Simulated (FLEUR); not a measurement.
# Calculated records

```xyz
4
Lattice="5.660 0.000 0.000 2.830 2.830 0.000 0.000 0.000 3.660" Properties=species:S:1:pos:R:3 pbc="T T T" subject="Collinear magnetic orders of MnPt with FLEUR" method="LDA (VWN); all-electron FLAPW, Dirac cores, scalar-relativistic bands (and 1 further level or step)" program="FLEUR MaX-R8.1" settings_of_one_run="kmax 3.6 1/bohr, gmax 10.8 1/bohr, muffin tin radii Mn: 2.5, Pt: 2.5 bohr, lmax Mn: [10, 8], Pt: [10, 8], hist occupations, smearing width 0.03 eV, mixer Anderson, mixing 0.05, max iterations 90, stop 2.00e-5 me/bohr³, collinear spin, 5×10×10 k-mesh, mesh matched on, starting moments 3.5 -3.5 0 0 μB" cost="5 runs, 13 min in all on 4 MPI ranks of Intel Xeon Platinum 8488C (Sapphire Rapids), shared host (the runs of this entry)" notes="This is the lowest of 4 finished starts, no proof of the ground state." lowest_state_found="antiferromagnetic (initial antiferro q=(1/2,1/2,0) +-)" largest_site_spin_moment="3.65 μB" next_finished_state="antiferromagnetic, 292 meV a seeded atom higher" energy_gained_by_spin_polarisation="1021 meV a seeded atom" orbital_moment_on_the_atom_of_largest_spin_along_its_spin_spin_orbit_run="0.0394 μB"
Mn    0.000    0.000    0.000
Mn    2.830    0.000    0.000
Pt    1.415    1.415    1.830
Pt    4.245    1.415    1.830
```

[Logs and program files are shortened in this print: banners, set-up blocks, solver, clock and traceback lines can be left out without a mark of their own.]

[Logs are printed without paths, hosts, clocks, repeated set-up lines and the standing remarks that a program may print on its own settings, such as how far it seeks lower states.]

[Hosts, paths, dates, database ids (printed as entryN), source tags and the programs' standing remarks are cut or masked in the printed files.]

[Where a cell is said to come from a database of computed structures, the database is the Materials Project.]
